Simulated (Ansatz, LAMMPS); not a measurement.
**Charge trapping in a frame of amorphous polythiophene with methane (capped chains of 6 units) from 500 K (125 atoms)**

Does an extra electron or hole in a frame of amorphous polythiophene with methane (capped chains of 6 units) from 500 K (125 atoms) stay spread out, or do the atoms trap it?

Program: Ansatz 0.2.0. Level of theory: Kohn-Sham DFT, r2SCAN+D3(BJ), PAW (set soft_2), plane waves. Results are calculated unless marked as measured.

## (1) The structure

The cell holds 125 atoms: 57 C, 12 S and 56 H. Its edges and angles: a = 12.078 Å, b = 12.078 Å, c = 12.078 Å, α = 90.0°, β = 90.0°, γ = 90.0°. 2 polythiophene chains of 6 units with methyl end groups, 5 methane placed at random, at 1.06 g/cm³; overlaps pushed apart, then 20 ps at 800 K with MMFF94 bonds, angles, torsions, charges and radii (Halgren, J. Comput. Chem. 17, 490 (1996)) in harmonic and 12-6 forms. Snapshot after 30 ps at 500 K and fixed volume.

Limits known from the start: The network of contacts between molecules at the start is that of the classical potential that made the cell, and needn't be the one that DFT or experiment would give. Sampling is at Γ alone, for a cell whose shortest periodic width is 12 Å.

## (2) Single point at the start

A single point comes first, to see the forces before anything moves.

Input file input.yaml:

```yaml
crystal:
  lattice:
    - [12.07807, 0.0, 0.0]
    - [0.0, 12.07807, 0.0]
    - [0.0, 0.0, 12.07807]
  atoms:
    - { symbol: C, position: [0.26649, 0.42262, 0.52061] }
    - { symbol: C, position: [0.3106, 0.53036, 0.47331] }
    - { symbol: C, position: [0.3187, 0.55424, 0.35877] }
    - { symbol: C, position: [0.33986, 0.66517, 0.34225] }
    - { symbol: C, position: [0.36833, 0.72108, 0.43701] }
    - { symbol: S, position: [0.36014, 0.63269, 0.54818] }
    - { symbol: C, position: [0.38852, 0.83894, 0.44505] }
    - { symbol: C, position: [0.40988, 0.89188, 0.54389] }
    - { symbol: C, position: [0.43441, 0.00765, 0.52968] }
    - { symbol: C, position: [0.43366, 0.04463, 0.42382] }
    - { symbol: S, position: [0.38807, 0.93622, 0.33576] }
    - { symbol: C, position: [0.45356, 0.15098, 0.3728] }
    - { symbol: C, position: [0.40775, 0.19315, 0.28056] }
    - { symbol: C, position: [0.45366, 0.30235, 0.25295] }
    - { symbol: C, position: [0.5332, 0.33926, 0.32851] }
    - { symbol: S, position: [0.53301, 0.25053, 0.43206] }
    - { symbol: C, position: [0.59371, 0.44095, 0.33167] }
    - { symbol: C, position: [0.659, 0.48865, 0.41806] }
    - { symbol: C, position: [0.68664, 0.60057, 0.38559] }
    - { symbol: C, position: [0.6451, 0.64163, 0.28245] }
    - { symbol: S, position: [0.58385, 0.52952, 0.2192] }
    - { symbol: C, position: [0.66811, 0.74378, 0.23684] }
    - { symbol: C, position: [0.65784, 0.77209, 0.12354] }
    - { symbol: C, position: [0.6868, 0.88365, 0.09996] }
    - { symbol: C, position: [0.72892, 0.93058, 0.19348] }
    - { symbol: S, position: [0.72419, 0.85139, 0.3092] }
    - { symbol: C, position: [0.77282, 0.03647, 0.19812] }
    - { symbol: C, position: [0.79988, 0.10067, 0.11044] }
    - { symbol: C, position: [0.84474, 0.19714, 0.13313] }
    - { symbol: C, position: [0.83128, 0.22078, 0.24409] }
    - { symbol: S, position: [0.78846, 0.10853, 0.31718] }
    - { symbol: C, position: [0.85957, 0.31793, 0.31177] }
    [... 87 atom lines left out ...]
    - { symbol: H, position: [0.06711, 0.27381, 0.06837] }
    - { symbol: C, position: [0.96197, 0.58818, 0.1137] }
    - { symbol: H, position: [0.93372, 0.51597, 0.16949] }
    - { symbol: H, position: [0.04798, 0.60466, 0.13805] }
    - { symbol: H, position: [0.8998, 0.65339, 0.13028] }
    - { symbol: H, position: [0.97806, 0.5778, 0.01962] }
kpoints:
  mp_grid: { grid: [1, 1, 1] }
hamiltonian:
  xc: r2scan
  dispersion: d3bj
scf:
  occupations: { method: fermi_dirac, width: 0.05 }
output:
  forces: true
```

The run is started by

```bash
$ ansatz run input.yaml --threads 4 --pin off --max-ram 8192MiB --backend cpu --events-out ev --progress --plain --runs-dir out
```

What it wrote:

```text
Warning: the engine holds no damping parameters fitted to this dispersion correction and functional, so the run takes those fitted to r2scan beside the three-body term, which d3bj leaves out (hamiltonian.dispersion, under Limitations)
[...]
Pseudopotentials: kind: paw
Pseudopotential: C, paw, valence charge 4, recommended cutoff 500 eV (meta_gga), C.paw.azcp
Pseudopotential: S, paw, valence charge 6, recommended cutoff 500 eV (meta_gga), S.paw.azcp
Pseudopotential: H, paw, valence charge 1, recommended cutoff 500 eV (meta_gga), H.paw.azcp
[...]
Crystal: 125 atoms, lattice volume = 1761.946 Å³
Basis set: ecut = 500 eV, 44473 PW (Γ), exchange–correlation on 360×360×360 points (64 copies of the dense FFT grid, shifted against one another)
Bands: 303, of which v1, the nominal top of the filled ones, is band 178 counted from 1 (177 counted from 0)
Symmetry: 1 space group operations
Space group: P1 (ITA 1), of the structure as read, at distance tolerance 1.2e-4 Å
k-points: 1
[...]
Initial density: superposition of atomic densities (neutral atoms: chi_scale 0, normalization atom), corrected by the library's trained network
Initial wavefunctions: pseudopotential atomic-orbital guess
[...]
SCF iter   1: F=—  HF=-26105.251417 eV  |F-HF|=—  |Δ(HF+E_count)|=         —  Δρ=7.02e-3  dr2=1.21e0  dr2_τ=1.30e1  ethr=1.77e-3  ⟨swp⟩=6.0  Hψ=1434  notcnv=0  defer=58
preconditioner: auto → Resta (q_TF=auto, 2.090 Å⁻¹)  ε∞=2.3  [insulator: Δε(μ)=1.660 eV  Ē_g=14.141 eV  σ=0.050 eV  W_gap=1.00  n_scr=256 (ndim 8)  ℏωp=16.3 eV  f_vac=0.265  D(μ)=0.00/eV (n_scr^D=0)  ε∞_Penn≈2.3]
SCF iter   2: F=—  HF=-26104.383955 eV  |F-HF|=—  |Δ(HF+E_count)|=   8.67e-1  Δρ=4.18e-3  dr2=1.85e-1  dr2_τ=1.48e-2  ethr=3.40e-4  ⟨swp⟩=3.0  Hψ=534  notcnv=0  defer=112
SCF iter   3: F=—  HF=-26104.381076 eV  |F-HF|=—  |Δ(HF+E_count)|=   2.88e-3  Δρ=1.36e-3  dr2=2.97e-2  dr2_τ=3.08e-3  ethr=5.20e-5  ⟨swp⟩=3.0  Hψ=382  notcnv=0  defer=15
automatic band count: iteration 3 solves 206 bands in place of 303: the levels show a gap, and the empty bands left out lie too high to hold charge; the band table lists the bands solved (type scf.n_extra_bands for more)
SCF iter   4: F=—  HF=-26104.390237 eV  |F-HF|=—  |Δ(HF+E_count)|=   9.16e-3  Δρ=3.67e-4  dr2=4.22e-3  dr2_τ=4.49e-4  ethr=8.35e-6  ⟨swp⟩=2.0  Hψ=317  notcnv=0  defer=15
SCF iter   5: F=—  HF=-26104.392083 eV  |F-HF|=—  |Δ(HF+E_count)|=   1.85e-3  Δρ=1.64e-4  dr2=9.13e-4  dr2_τ=6.61e-5  ethr=1.19e-6  ⟨swp⟩=2.0  Hψ=364  notcnv=0  defer=15
[...]
SCF iter   9: F=—  HF=-26104.393324 eV  |F-HF|=—  |Δ(HF+E_count)|=   5.77e-6  Δρ=3.63e-6  dr2=4.74e-7  dr2_τ=3.57e-8  ethr=7.43e-10  ⟨swp⟩=2.0  Hψ=334  notcnv=0  defer=15
SCF iter  10: F=-26104.393326 eV  HF=-26104.393325 eV  |F-HF|=1.56e-7  |Δ(HF+E_count)|=   1.01e-6  Δρ=1.55e-6  dr2=7.96e-8  dr2_τ=7.17e-9  ethr=2.81e-11  ⟨swp⟩=5.0  Hψ=844  notcnv=0
SCF 1 converged in 10 iterations: F = -26104.393326 eV  dr2 = 7.96e-8
[...]
SCF converged after 10 iterations
Free energy (F): -26104.393326 eV
Harris-Foulkes:  -26104.393325 eV  (|F-HF|=1.56e-7)
Internal energy: -26104.393324 eV  (E = F + TS)
E sigma→0 (E₀):  -26104.393325 eV
Entropy (-TS):   -0.000001 eV (-0.000 meV/atom)
Fermi energy:    1.522626 eV
--- Per-component energies (eV) ---
[...]
Σ components = -26104.393326   (vs F -26104.393326, Δ=0.00e0)
--- Forces (eV/Å), atoms counted from 1 ---
  atom   1  C      2.78667166    -0.05650061     1.54335694
  atom   2  C     -0.55735221    -2.52312070    -2.48208279
  atom   3  C     -1.21271249    -0.51340177     2.64917131
  atom   4  C      0.21953174     0.18473392    -1.19179229
[...]
atom 125  H     -1.19084995    -0.48161713     1.81560974
  max |Σ_I F_I| component: 1.60e-4 eV/Å
```

Wall time 30 s (4 threads of Intel Xeon Platinum 8488C (Sapphire Rapids), shared host); peak memory 4.3 GiB.

Notices of the run: dispersion damping borrowed.

The r.m.s. force at the start is 1.2 eV/Å.

## (3) Relaxation

The atoms are relaxed in the fixed cell, aiming at the force tolerance of the input.

Input file input.yaml:

```yaml
crystal:
  lattice:
    - [12.07807, 0.0, 0.0]
    - [0.0, 12.07807, 0.0]
    - [0.0, 0.0, 12.07807]
  atoms:
    [... the 125 atom lines of step 2 ...]
kpoints:
  mp_grid: { grid: [1, 1, 1] }
hamiltonian:
  xc: r2scan
  dispersion: d3bj
scf:
  occupations: { method: fermi_dirac, width: 0.05 }
output:
  forces: true
relax:
  f_tol: 0.05
  max_steps: 120
```

What it wrote:

```text
Warning: the engine holds no damping parameters fitted to this dispersion correction and functional, so the run takes those fitted to r2scan beside the three-body term, which d3bj leaves out (hamiltonian.dispersion, under Limitations)
[...]
Pseudopotentials: kind: paw
Pseudopotential: C, paw, valence charge 4, recommended cutoff 500 eV (meta_gga), C.paw.azcp
Pseudopotential: S, paw, valence charge 6, recommended cutoff 500 eV (meta_gga), S.paw.azcp
Pseudopotential: H, paw, valence charge 1, recommended cutoff 500 eV (meta_gga), H.paw.azcp
[... 6 lines on functional and potentials left out ...]
Crystal: 125 atoms, lattice volume = 1761.946 Å³
Basis set: ecut = 500 eV, 44473 PW (Γ), exchange–correlation on 360×360×360 points (64 copies of the dense FFT grid, shifted against one another)
Bands: 303, of which v1, the nominal top of the filled ones, is band 178 counted from 1 (177 counted from 0)
Symmetry: 1 space group operations
Space group: P1 (ITA 1), of the structure as read, at distance tolerance 1.2e-4 Å
k-points: 1
[... 9 lines on functional and potentials left out ...]
Initial density: superposition of atomic densities (neutral atoms: chi_scale 0, normalization atom), corrected by the library's trained network
Initial wavefunctions: pseudopotential atomic-orbital guess
[...]
SCF iter   1: F=—  HF=-26105.251418 eV  |F-HF|=—  |Δ(HF+E_count)|=         —  Δρ=7.02e-3  dr2=1.21e0  dr2_τ=1.30e1  ethr=1.77e-3  ⟨swp⟩=6.0  Hψ=1434  notcnv=0  defer=58
preconditioner: auto → Resta (q_TF=auto, 2.090 Å⁻¹)  ε∞=2.3  [insulator: Δε(μ)=1.660 eV  Ē_g=14.141 eV  σ=0.050 eV  W_gap=1.00  n_scr=256 (ndim 8)  ℏωp=16.3 eV  f_vac=0.265  D(μ)=0.00/eV (n_scr^D=0)  ε∞_Penn≈2.3]
SCF iter   2: F=—  HF=-26104.383959 eV  |F-HF|=—  |Δ(HF+E_count)|=   8.67e-1  Δρ=4.18e-3  dr2=1.85e-1  dr2_τ=1.48e-2  ethr=3.40e-4  ⟨swp⟩=3.0  Hψ=534  notcnv=0  defer=112
SCF iter   3: F=—  HF=-26104.381078 eV  |F-HF|=—  |Δ(HF+E_count)|=   2.88e-3  Δρ=1.36e-3  dr2=2.97e-2  dr2_τ=3.08e-3  ethr=5.20e-5  ⟨swp⟩=3.0  Hψ=382  notcnv=0  defer=15
automatic band count: iteration 3 solves 206 bands in place of 303: the levels show a gap, and the empty bands left out lie too high to hold charge; the band table lists the bands solved (type scf.n_extra_bands for more)
SCF iter   4: F=—  HF=-26104.390394 eV  |F-HF|=—  |Δ(HF+E_count)|=   9.32e-3  Δρ=3.67e-4  dr2=4.23e-3  dr2_τ=4.49e-4  ethr=8.35e-6  ⟨swp⟩=2.0  Hψ=330  notcnv=0  defer=15
SCF iter   5: F=—  HF=-26104.392249 eV  |F-HF|=—  |Δ(HF+E_count)|=   1.86e-3  Δρ=1.64e-4  dr2=9.18e-4  dr2_τ=6.65e-5  ethr=1.19e-6  ⟨swp⟩=2.0  Hψ=364  notcnv=0  defer=15
SCF iter   6: F=—  HF=-26104.393085 eV  |F-HF|=—  |Δ(HF+E_count)|=   8.36e-4  Δρ=6.68e-5  dr2=1.53e-4  dr2_τ=1.12e-5  ethr=2.58e-7  ⟨swp⟩=2.0  Hψ=328  notcnv=0  defer=15
[...]
relax step   1: F+E_penalty+E_count = -26104.39332409 eV  Δ(F+E_penalty+E_count) = +0.000e0 eV  max|allowed force component| = 5.043e0 eV/Å  Δτ_max = 0.0000 Å  (8 SCF iters, dr2 threshold 6.25e-5 eV, accepted)
[... from here on, the SCF cycles and remarks between the steps are left out, and one step in 5 is shown ...]
relax step   2: F+E_penalty+E_count = -26110.40816755 eV  Δ(F+E_penalty+E_count) = -6.015e0 eV  max|allowed force component| = 1.788e0 eV/Å  Δτ_max = 0.1948 Å  (8 SCF iters, dr2 threshold 1.00e-4 eV, accepted)
relax step   5: F+E_penalty+E_count = -26112.13699765 eV  Δ(F+E_penalty+E_count) = -1.334e-1 eV  max|allowed force component| = 2.283e-1 eV/Å  Δτ_max = 0.1949 Å  (7 SCF iters, dr2 threshold 2.85e-5 eV, accepted)
relax step  10: F+E_penalty+E_count = -26112.38497571 eV  Δ(F+E_penalty+E_count) = -2.578e-2 eV  max|allowed force component| = 2.238e-1 eV/Å  Δτ_max = 0.1950 Å  (7 SCF iters, dr2 threshold 1.60e-5 eV, accepted)
relax step  15: F+E_penalty+E_count = -26112.44037619 eV  Δ(F+E_penalty+E_count) = -5.401e-3 eV  max|allowed force component| = 4.058e-1 eV/Å  Δτ_max = 0.1604 Å  (6 SCF iters, dr2 threshold 3.57e-5 eV, accepted)
relax step  20: F+E_penalty+E_count = -26112.47652605 eV  Δ(F+E_penalty+E_count) = -9.196e-3 eV  max|allowed force component| = 1.109e-1 eV/Å  Δτ_max = 0.0955 Å  (9 SCF iters, accepted)
relax step  25: F+E_penalty+E_count = -26112.51995804 eV  Δ(F+E_penalty+E_count) = -1.198e-2 eV  max|allowed force component| = 3.227e-1 eV/Å  Δτ_max = 0.1854 Å  (6 SCF iters, dr2 threshold 5.82e-5 eV, accepted)
relax step  30: F+E_penalty+E_count = -26112.57007972 eV  Δ(F+E_penalty+E_count) = -7.939e-3 eV  max|allowed force component| = 2.926e-1 eV/Å  Δτ_max = 0.1950 Å  (7 SCF iters, dr2 threshold 8.95e-6 eV, accepted)
relax step  35: F+E_penalty+E_count = -26112.60531258 eV  Δ(F+E_penalty+E_count) = -4.597e-3 eV  max|allowed force component| = 1.346e-1 eV/Å  Δτ_max = 0.1205 Å  (7 SCF iters, dr2 threshold 8.36e-6 eV, accepted)
relax step  40: F+E_penalty+E_count = -26112.62264229 eV  Δ(F+E_penalty+E_count) = -2.477e-3 eV  max|allowed force component| = 1.191e-1 eV/Å  Δτ_max = 0.0622 Å  (5 SCF iters, dr2 threshold 1.62e-5 eV, accepted)
relax step  42: F+E_penalty+E_count = -26112.62822901 eV  Δ(F+E_penalty+E_count) = -2.348e-3 eV  max|allowed force component| = 1.449e-1 eV/Å  Δτ_max = 0.1581 Å  (7 SCF iters, dr2 threshold 6.00e-6 eV, accepted)
Step cancelled. What follows is not a result of the run: it is the report of the last solve that finished, which converged after 7 SCF iterations.
Free energy (F): -26112.628229 eV
Harris-Foulkes:  -26112.628226 eV  (|F-HF|=2.61e-6)
Internal energy: -26112.628227 eV  (E = F + TS)
E sigma→0 (E₀):  -26112.628228 eV
Entropy (-TS):   -0.000002 eV (-0.000 meV/atom)
Fermi energy:    1.422706 eV
--- Per-component energies (eV) ---
[...]
Σ components = -26112.628229   (vs F -26112.628229, Δ=0.00e0)
--- Forces (eV/Å), atoms counted from 1 ---
  atom   1  C      0.00697967    -0.00302591    -0.00482504
  atom   2  C      0.00196195    -0.00265958    -0.01346259
  atom   3  C     -0.00026240    -0.00139530     0.00337836
  atom   4  C     -0.00779779     0.00717705     0.00628201
[...]
atom 125  H     -0.05937336     0.00554431     0.09345072
  max |Σ_I F_I| component: 1.14e-3 eV/Å
End of that report.
Error: SIGTERM received: cancelled by the caller after 42 completed ionic steps
```

Elapsed: 13 min, on 4 threads; peak memory 4.2 GiB.

The relaxation was stopped at its limit after 42 steps, 8.23 eV below its start, with a largest force component of 0.14 eV/Å.

(Part 1 of 3 ends here.)

[Logs are printed without paths, hosts, clocks, repeated set-up lines and the standing remarks that a program may print on its own settings, such as how far it seeks lower states.]

[Hosts, paths, dates, database ids (printed as entryN), source tags and the programs' standing remarks are cut or masked in the printed files.]

[The MMFF94 radii named for the starting cell were scaled by 0.96; in molecules described by MMFF94, hydrogen bound to N, O or S took a small fixed 12-6 site in their place.]
